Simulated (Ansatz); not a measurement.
## BiPd (P6_3/mmc): Migdal–Eliashberg transition temperature

What Tc do the phonons of BiPd (P6_3/mmc) give, and how does it depend on μ*? The cell shown first is a relaxed one, from steps not shown here.

Method: DFT PBEsol, scalar-relativistic, plane waves, PAW; PAW set soft_1, in Ansatz 0.2.0.

### Step 1. The cell after earlier relaxation steps

It takes space group P6_3/mmc (No. 194, hexagonal). The conventional cell has a = 4.258 Å, b = 4.258 Å, c = 5.624 Å, α = 90.00°, β = 90.00°, γ = 120.00°. Nearest to Bi lie 6 Pd at 2.83 Å. Nearest to Pd lie 2 Pd at 2.81 Å and 6 Bi at 2.83 Å. Farther neighbours are not listed.

### Step 2. Electron–phonon run: q 3×3×2, k 9×9×6, scattering 12×12×8

The run that gives the couplings also evaluates McMillan's and Allen and Dynes's formulas and, where asked, the Eliashberg equations, over a range of μ*.

The input, input.yaml:

```yaml
crystal:
  lattice:
    - [4.2580210818, 0.0, 0.0]
    - [-2.1290105409, 3.6875544267, 0.0]
    - [0.0, 0.0, 5.6243426391]
  atoms:
    - { symbol: Bi, position: [0.3333333333, 0.6666666667, 0.25] }
    - { symbol: Bi, position: [0.6666666667, 0.3333333333, 0.75] }
    - { symbol: Pd, position: [0.0, 0.0, 0.0] }
    - { symbol: Pd, position: [0.0, 0.0, 0.5] }
kpoints:
  mp_grid: { grid: [9, 9, 6] }
hamiltonian:
  xc: pbesol
  pseudopotentials: { kind: paw, azcp: { folder: soft_1 }, xc_functional: pbe }
scf:
  occupations: { method: methfessel_paxton, width: 0.2 }
output:
  eigenvalues: true
phonons:
  method: dfpt
  qmesh: [3, 3, 2]
  temperatures: { t_max: 1000, t_step: 50 }
  qpath:
    path:
      - [[0.0, 0.0, 0.0], [0.5, 0.0, 0.0], [0.33333333, 0.33333333, 0.0], [0.0, 0.0, 0.0], [0.0, 0.0, 0.5], [0.5, 0.0, 0.5], [0.33333333, 0.33333333, 0.5], [0.0, 0.0, 0.5]]
      - [[0.5, 0.0, 0.5], [0.5, 0.0, 0.0]]
    npoints: 6
  electrical_resistivity:
    mesh: [12, 12, 8]
    temperatures: [20.0, 50.0, 80.0, 100.0, 150.0, 200.0, 273.0, 300.0, 400.0, 500.0, 600.0, 800.0]
  superconductivity: { mesh: [12, 12, 8] }
```

Run with:

```sh
$ ansatz run input.yaml --threads 16 --pin off --max-ram 92160MiB --backend cuda --events-out ev --progress --plain --runs-dir out --max-vram 78GiB
```

Numbers of over 12 decimals in the logs are rounded to 6 here.

Output:

```text
Warning: phonons: the dynamical matrix that this run interpolates holds no multipole term above the dipole-dipole one, and a site of this crystal is no centre of inversion, so its interpolated transverse optical and acoustic branches and sound speeds can stay off near Gamma, and the density of states and the thermodynamics with them. What a run solves at a wave vector of phonons.qpoints, Gamma apart, where the deck admits one, is free of this, and under fd what a larger phonons.supercell samples
Engine: ansatz 0.2.0, aarch64-unknown-linux-gnu
Pseudopotentials: kind: paw
Pseudopotential: Bi, paw, valence charge 15, recommended cutoff 420 eV (normal), soft_1/Bi.paw.azcp
Pseudopotential: Pd, paw, valence charge 18, recommended cutoff 420 eV (normal), soft_1/Pd.paw.azcp
Functional definition: PBEsol
  exchange = pbesol_x
  correlation = pbesol_c
[...]
Crystal: 4 atoms, lattice volume = 88.312 Å³
Basis set: ecut = 420 eV, 1741 PW (Γ), exchange–correlation on 60×60×80 points (8 copies of the dense FFT grid, shifted against one another)
Bands: 40, of which v1, the nominal top of the filled ones, is band 33 counted from 1 (32 counted from 0)
Symmetry: 24 space group operations
k-points: 48 of 486
Non-local potential: Bi, projectors of the file, l = 0: 2, l = 1: 2, l = 2: 2, l = 3: 1
Non-local potential: Pd, projectors of the file, l = 0: 2, l = 1: 2, l = 2: 2, l = 3: 1
PAW form: soft (Blöchl's): semilocal exchange-correlation on the pseudo side does not see the compensation charge
PAW frozen core: Bi, regenerated for the run's functional, and the local potential with it (the file was generated under x = pbe(κ = 0.804, μ = 0.219515), c = pbe(β = 0.066725))
PAW frozen core: Pd, regenerated for the run's functional, and the local potential with it (the file was generated under x = pbe(κ = 0.804, μ = 0.219515), c = pbe(β = 0.066725))
PAW one-centre angular grid: Bi, 590 points (default); XC on 64 Gauss nodes
PAW one-centre angular grid: Pd, 590 points (default); XC on 64 Gauss nodes
Initial density: superposition of atomic densities (chi_scale 0.1, normalization cell, long waves kept (reshape's long-wave potential 0.00 eV rms))
Initial wavefunctions: pseudopotential atomic-orbital guess
[...]
Functional: x = pbesol(κ = 0.804, μ = 0.123457), c = pbesol(β = 0.046)
SCF iter   1: F=—  HF=-38309.273099 eV  |F-HF|=—  |Δ(HF+E_count)|=         —  Δρ=1.62e-1  dr2=3.38e1  ethr=3.10e-3  ⟨swp⟩=6.8  Hψ=7794  notcnv=0
preconditioner: auto → Kerker (q_TF=auto, 2.599 Å⁻¹)  [metal: Δε(μ)=0.025 eV  Ē_g=15.841 eV  σ=0.200 eV  W_gap=0.11  n_scr=22 (ndim 8)  ℏωp=27.9 eV  f_vac=0.001  D(μ)=2.86/eV (n_scr^D=22)]
SCF iter   2: F=—  HF=-38304.807385 eV  |F-HF|=—  |Δ(HF+E_count)|=    4.47e0  S|Δr|=    0.00e0  Δρ=6.76e-2  dr2=6.92e0  ethr=3.10e-3  ⟨swp⟩=2.7  Hψ=4264  notcnv=0
[...]
SCF iter  12: F=-38303.628424 eV  HF=-38303.628424 eV  |F-HF|=7.28e-12  |Δ(HF+E_count)|=  2.18e-11  S|Δr|=    0.00e0  Δρ=6.81e-8  dr2=4.02e-12  ethr=1.00e-12  ⟨swp⟩=7.8  Hψ=9410  notcnv=0
SCF 1 converged in 12 iterations: F = -38303.628424 eV  dr2 = 4.02e-12
  greatest PAW one-centre occupation: 0.999 electrons in one spin orbital (limit 2), on the Pd atom at site 3 (counted from 0), in its partial waves of l = 0
[...]
iter 1 solved again at ethr=9.41e-9 eV; its pass at ethr=3.10e-3 eV (dr2=6.21e-6 eV) is discarded
SCF iter   1: F=—  HF=-38303.628424 eV  |F-HF|=—  |Δ(HF+E_count)|=         —  Δρ=1.80e-7  dr2=1.67e-11  ethr=9.41e-9  ⟨swp⟩=3.8  Hψ=13565  notcnv=0
eigensolver tolerance schedule: the retry pair's looser diagonalisation over-reported the residual by 371742.50 of it (diagonalisation noise at an unbounded share of the residual, at the tolerance the schedule requests for it); recorded, not acted on — ethr = c·dr2/N_el stays at c = 1.0e-1
preconditioner: auto → LDOS  [metal: Δε(μ)=0.041 eV  Ē_g=15.841 eV  σ=0.200 eV  W_gap=0.17  n_scr=22 (ndim 8)  ℏωp=27.9 eV  f_vac=0.013  D(μ)=2.30/eV (n_scr^D=20)  β→1.0]
SCF iter   2: F=—  HF=-38303.628424 eV  |F-HF|=—  |Δ(HF+E_count)|=   2.24e-9  S|Δr|=    0.00e0  Δρ=1.99e-7  dr2=2.07e-11  ethr=1.00e-12  ⟨swp⟩=3.0  Hψ=3939  notcnv=0
[...]
SCF 2 converged in 3 iterations: F = -38303.628424 eV  dr2 = 2.11e-12
[...]
SCF 3 converged in 12 iterations: F = -38303.628424 eV  dr2 = 4.04e-12
[...]
SCF converged after 12 iterations
[...]
Hall coefficient in a weak field at 50 K (a third of the trace): -1.124e-10 m³/C (how far it moves between the two finest meshes is not known); by each state's relaxation time: -1.126e-10 m³/C; by a constant relaxation time: -1.039e-10 m³/C
  mean free path at 80 K (of a tensor a third of its trace): 40.9 nm by what each carries, 36.7 by the Fermi surface alone
  Hall coefficient in a weak field at 80 K (a third of the trace): -1.134e-10 m³/C (how far it moves between the two finest meshes is not known); by each state's relaxation time: -1.139e-10 m³/C; by a constant relaxation time: -1.045e-10 m³/C
  mean free path at 100 K (of a tensor a third of its trace): 30.5 nm by what each carries, 27.6 by the Fermi surface alone
  Hall coefficient in a weak field at 100 K (a third of the trace): -1.140e-10 m³/C (how far it moves between the two finest meshes is not known); by each state's relaxation time: -1.145e-10 m³/C; by a constant relaxation time: -1.050e-10 m³/C
  mean free path at 150 K (of a tensor a third of its trace): 18.9 nm by what each carries, 17.2 by the Fermi surface alone
  Hall coefficient in a weak field at 150 K (a third of the trace): -1.150e-10 m³/C (how far it moves between the two finest meshes is not known); by each state's relaxation time: -1.156e-10 m³/C; by a constant relaxation time: -1.057e-10 m³/C
  mean free path at 200 K (of a tensor a third of its trace): 13.8 nm by what each carries, 12.6 by the Fermi surface alone
  Hall coefficient in a weak field at 200 K (a third of the trace): -1.156e-10 m³/C (how far it moves between the two finest meshes is not known); by each state's relaxation time: -1.162e-10 m³/C; by a constant relaxation time: -1.060e-10 m³/C
  mean free path at 273 K (of a tensor a third of its trace): 9.95 nm by what each carries, 9.10 by the Fermi surface alone
  Hall coefficient in a weak field at 273 K (a third of the trace): -1.159e-10 m³/C (how far it moves between the two finest meshes is not known); by each state's relaxation time: -1.166e-10 m³/C; by a constant relaxation time: -1.062e-10 m³/C
  mean free path at 300 K (of a tensor a third of its trace): 9.02 nm by what each carries, 8.25 by the Fermi surface alone
  Hall coefficient in a weak field at 300 K (a third of the trace): -1.159e-10 m³/C (how far it moves between the two finest meshes is not known); by each state's relaxation time: -1.166e-10 m³/C; by a constant relaxation time: -1.061e-10 m³/C
  mean free path at 400 K (of a tensor a third of its trace): 6.71 nm by what each carries, 6.14 by the Fermi surface alone
  Hall coefficient in a weak field at 400 K (a third of the trace): -1.157e-10 m³/C (how far it moves between the two finest meshes is not known); by each state's relaxation time: -1.163e-10 m³/C; by a constant relaxation time: -1.056e-10 m³/C
  mean free path at 500 K (of a tensor a third of its trace): 5.34 nm by what each carries, 4.89 by the Fermi surface alone
  Hall coefficient in a weak field at 500 K (a third of the trace): -1.150e-10 m³/C (how far it moves between the two finest meshes is not known); by each state's relaxation time: -1.155e-10 m³/C; by a constant relaxation time: -1.045e-10 m³/C
  mean free path at 600 K (of a tensor a third of its trace): 4.43 nm by what each carries, 4.06 by the Fermi surface alone
  Hall coefficient in a weak field at 600 K (a third of the trace): -1.138e-10 m³/C (how far it moves between the two finest meshes is not known); by each state's relaxation time: -1.142e-10 m³/C; by a constant relaxation time: -1.029e-10 m³/C
  mean free path at 800 K (of a tensor a third of its trace): 3.31 nm by what each carries, 3.03 by the Fermi surface alone
  Hall coefficient in a weak field at 800 K (a third of the trace): -1.102e-10 m³/C (how far it moves between the two finest meshes is not known); by each state's relaxation time: -1.104e-10 m³/C; by a constant relaxation time: -9.851e-11 m³/C
  the resistivity times a path that all electrons share, by the Fermi surface of the deck's mesh alone (a third of the trace): 9.983e-16 Ω·m²
  not converged in the mesh (λ; λ_tr; the resistivity at 20 K by 31.07 %; the resistivity at 50 K by 29.95 %; the resistivity at 80 K by 30.19 %; the resistivity at 100 K by 30.17 %; the resistivity at 150 K by 29.92 %; the resistivity at 200 K by 29.61 %; the resistivity at 273 K by 29.17 %; the resistivity at 300 K by 29.01 %; the resistivity at 400 K by 28.41 %; the resistivity at 500 K by 27.78 %; the resistivity [...]
  vibrations of 18 cells: unjudged by the run; compare a larger repeat
  the changes of the potential over all sites missed a rigid shift's by 0.00 % (the site terms' by 0.02 %)
  at the force constants' own smearing the fine mesh and the k-points of their solves give squared frequencies that differ by 19.7 % of the larger at the most, at (0, 0.3333, 0)
--- Superconductivity: potentials and phonons of a 3×3×2 supercell ---
           mesh         λ    ħω_log (meV)  μ* declared at (meV)
        12×12×8    0.4847           8.104               10.078
          6×6×4    0.5571           8.274               10.142
  λ by the species' shares of the modes' patterns: Bi 0.2858, Pd 0.1989
  with the Fermi level up to 24.2 meV (the hardest mode) off, states and modes as they are: density of states 0.9832 to 1.0083 /eV of one spin and cell, λ 0.4822 to 0.4981
  transition temperature on the deck's mesh (K), isotropic and anisotropic, restricted to the Fermi surface (FSR) and over the full bandwidth (FBW), and the last with the density of states resolved in a narrower window:
        μ*   McMillan   Allen–Dynes      iso. FSR      iso. FBW    aniso. FSR    aniso. FBW  narrow window
      0.08      1.357         1.390         1.256         1.257         1.355         1.353          1.354
      0.10      1.008         1.030         0.905         0.905         0.996         0.995          0.995
      0.12      0.714         0.728         0.623         0.623         0.705         0.704          0.704
      0.13      0.588         0.600         0.506         0.507         0.583         0.583          0.582
      0.14      0.477         0.486         0.406         0.407         0.476         0.477          0.476
      0.16      0.295         0.300         0.247         0.248         0.305         0.306          0.305
      0.20      0.081         0.082    none_found    none_found         0.102         0.103          0.102
  none_found: no transition down to 0.1 K
  isotope coefficients −∂ln Tc/∂ln M under μ* = 0.13, the force constants as they are, of the isotropic transitions restricted to the Fermi surface and over the full bandwidth: Bi 0.211 and 0.211, Pd 0.108 and 0.108
  gaps at the Fermi level over the full bandwidth under μ* = 0.1, 0.249 K: 0.091 to 0.253 meV
  gaps at the Fermi level over the full bandwidth under μ* = 0.13, 0.146 K: 0.048 to 0.156 meV
  gaps at the Fermi level over the full bandwidth under μ* = 0.16, 0.077 K: 0.022 to 0.086 meV
  not converged in the mesh (λ, the transition temperature): between neighbouring meshes, the two finest first, λ moves by 14.92 % and the anisotropic transition temperature over the full bandwidth at μ* = 0.13 by 100.26 %; converged means that the two finest part by at most 2.00 % and 5.00 %
  vibrations of 18 cells: unjudged by the run; compare a larger repeat
  the changes of the potential over all sites missed a rigid shift's by 0.00 % (the site terms' by 0.02 %)
  at the force constants' own smearing the fine mesh and the k-points of their solves give squared frequencies that differ by 19.7 % of the larger at the most, at (0, 0.3333, 0)
```

The job ended after 42 s (1 × NVIDIA GB200 with 16 threads of Arm Neoverse V2, shared host; peak memory 5.6 GiB; 4.9 min of CPU time).

The column dr2 measures how far the density is from self-consistency, as an energy; F and HF (Harris–Foulkes) agree once it is small.

This step gave:

```
volume per atom                                                                : 22.08 Å³/atom
metallic on mesh                                                               : yes
gap on the k-mesh                                                              : 0 eV
zero point energy                                                              : 0.07248 eV/cell
share of imaginary modes in the plain interpolation between solved wavevectors : 0
highest frequency, solved or plainly interpolated                              : 195.9 cm⁻¹
Debye temperature (second moment)                                              : 196 K
resistivity at 300 K                                                           : 12.15 μΩ cm, mean of the axes
coupling constant λ                                                            : 0.4847
density of states at the Fermi level                                           : 0.9836 states/eV a spin and cell
log mean phonon energy ħω_log                                                  : 8.104 meV
transport coupling constant λ_tr                                               : 0.4859, 0.4859, 0.5035 (xx, yy, zz)
Drude plasma energy                                                            : 7.059, 7.059, 6.6 eV (xx, yy, zz)
resistivity times mean free path                                               : 9.793, 9.793, 10.36 × 10⁻¹⁶ Ω m² (xx, yy, zz)
second-moment phonon energy ħω₂                                                : 10.08 meV
```

An empty cell: under 1 mK by a formula, or no transition down to the floor of the Eliashberg search. Transition temperatures:

```csv
μ*,McMillan Tc (K),Allen–Dynes Tc (K),isotropic Fermi-surface Tc (K),isotropic full bandwidth Tc (K),anisotropic Fermi-surface Tc (K),anisotropic full bandwidth Tc (K),anisotropic narrow window Tc (K)
0.08,1.36,1.39,1.26,1.26,1.36,1.35,1.35
0.1,1.01,1.03,0.905,0.905,0.996,0.995,0.995
0.12,0.714,0.728,0.623,0.623,0.705,0.704,0.704
0.13,0.588,0.6,0.506,0.507,0.583,0.583,0.582
0.14,0.477,0.486,0.406,0.407,0.476,0.477,0.476
0.16,0.295,0.3,0.247,0.248,0.305,0.306,0.305
0.2,0.081,0.0822,-,-,0.102,0.103,0.102
```

### Step 3. Coupling and resistivity: q 3×3×2, k 9×9×6, scattering 18×18×12

The next rung changes the scattering mesh, which samples the Fermi surface.

input.yaml, as its differences from that of step 2:

```diff
@@ -29,4 +29,4 @@
   electrical_resistivity:
-    mesh: [12, 12, 8]
+    mesh: [18, 18, 12]
     temperatures: [20.0, 50.0, 80.0, 100.0, 150.0, 200.0, 273.0, 300.0, 400.0, 500.0, 600.0, 800.0]
-  superconductivity: { mesh: [12, 12, 8] }
+  superconductivity: { mesh: [18, 18, 12] }
```

Output:

```text
[...]
Crystal: 4 atoms, lattice volume = 88.312 Å³
Basis set: ecut = 420 eV, 1741 PW (Γ), exchange–correlation on 60×60×80 points (8 copies of the dense FFT grid, shifted against one another)
Bands: 40, of which v1, the nominal top of the filled ones, is band 33 counted from 1 (32 counted from 0)
Symmetry: 24 space group operations
k-points: 48 of 486
[...]
SCF iter   1: F=—  HF=-38309.273099 eV  |F-HF|=—  |Δ(HF+E_count)|=         —  Δρ=1.62e-1  dr2=3.38e1  ethr=3.10e-3  ⟨swp⟩=6.8  Hψ=7794  notcnv=0
[...]
SCF iter   2: F=—  HF=-38304.807385 eV  |F-HF|=—  |Δ(HF+E_count)|=    4.47e0  S|Δr|=    0.00e0  Δρ=6.76e-2  dr2=6.92e0  ethr=3.10e-3  ⟨swp⟩=2.7  Hψ=4264  notcnv=0
[...]
SCF iter  12: F=-38303.628424 eV  HF=-38303.628424 eV  |F-HF|=7.28e-12  |Δ(HF+E_count)|=  2.18e-11  S|Δr|=    0.00e0  Δρ=6.81e-8  dr2=4.02e-12  ethr=1.00e-12  ⟨swp⟩=7.8  Hψ=9410  notcnv=0
SCF 1 converged in 12 iterations: F = -38303.628424 eV  dr2 = 4.02e-12
[...]
SCF iter   2: F=—  HF=-38303.628424 eV  |F-HF|=—  |Δ(HF+E_count)|=   2.24e-9  S|Δr|=    0.00e0  Δρ=1.99e-7  dr2=2.07e-11  ethr=1.00e-12  ⟨swp⟩=3.0  Hψ=3939  notcnv=0
[...]
SCF 2 converged in 3 iterations: F = -38303.628424 eV  dr2 = 2.11e-12
[...]
SCF 3 converged in 12 iterations: F = -38303.628424 eV  dr2 = 4.04e-12
[...]
SCF converged after 12 iterations
[...]
vibrations of 18 cells: unjudged by the run; compare a larger repeat
[...]
--- Superconductivity: potentials and phonons of a 3×3×2 supercell ---
           mesh         λ    ħω_log (meV)  μ* declared at (meV)
       18×18×12    0.4798           8.056               10.080
          9×9×6    0.4881           8.129               10.047
  λ by the species' shares of the modes' patterns: Bi 0.2814, Pd 0.1984
[...]
0.08      1.300         1.331         1.199         1.199         1.288         1.288          1.288
      0.10      0.959         0.980         0.857         0.857         0.939         0.939          0.939
      0.12      0.675         0.688         0.585         0.585         0.657         0.657          0.657
      0.13      0.553         0.564         0.473         0.473         0.541         0.540          0.540
      0.14      0.446         0.454         0.377         0.377         0.439         0.438          0.439
      0.16      0.273         0.277         0.227         0.226         0.277         0.276          0.277
      0.20      0.072         0.073    none_found    none_found    none_found    none_found     none_found
  none_found: no transition down to 0.1 K
[...]
not converged in the mesh (the transition temperature): between neighbouring meshes, the two finest first, λ moves by 1.73 % and the anisotropic transition temperature over the full bandwidth at μ* = 0.13 by 11.71 %; converged means that the two finest part by at most 2.00 % and 5.00 %
  vibrations of 18 cells: unjudged by the run; compare a larger repeat
[...]
```

Wall time 61 s (1 × NVIDIA GB200 with 16 threads); peak memory 5.7 GiB; 9.8 min of CPU time.

This step gave:

- resistivity at 300 K: 11.86 μΩ cm, mean of the axes
- coupling constant λ: 0.4798
- density of states at the Fermi level: 0.9925 states/eV a spin and cell
- log mean phonon energy ħω_log: 8.056 meV
- transport coupling constant λ_tr: 0.4796, 0.4796, 0.4972 (xx, yy, zz)
- Drude plasma energy: 7.154, 7.154, 6.507 eV (xx, yy, zz)
- resistivity times mean free path: 9.52, 9.52, 10.86 × 10⁻¹⁶ Ω m² (xx, yy, zz)

An empty cell: under 1 mK by a formula, or no transition down to the floor of the Eliashberg search. Transition temperatures:

```csv
μ*,McMillan Tc (K),Allen–Dynes Tc (K),isotropic Fermi-surface Tc (K),isotropic full bandwidth Tc (K),anisotropic Fermi-surface Tc (K),anisotropic full bandwidth Tc (K),anisotropic narrow window Tc (K)
0.08,1.3,1.33,1.2,1.2,1.29,1.29,1.29
0.1,0.959,0.98,0.857,0.857,0.939,0.939,0.939
0.12,0.675,0.688,0.585,0.585,0.657,0.657,0.657
0.13,0.553,0.564,0.473,0.473,0.541,0.54,0.54
0.14,0.446,0.454,0.377,0.377,0.439,0.438,0.439
0.16,0.273,0.277,0.227,0.226,0.277,0.276,0.277
0.2,0.072,0.073,-,-,-,-,-
```

Between step 2 and this run (scattering mesh 18×18×12) the value for the log mean phonon energy ħω_log moves from 8.10 meV to 8.06 meV.

[end of part 1 of 2]

[Logs are printed without paths, hosts, clocks, repeated set-up lines and the standing remarks that a program may print on its own settings, such as how far it seeks lower states.]

[Hosts, paths, dates, database ids (printed as entryN), source tags and the programs' standing remarks are cut or masked in the printed files.]
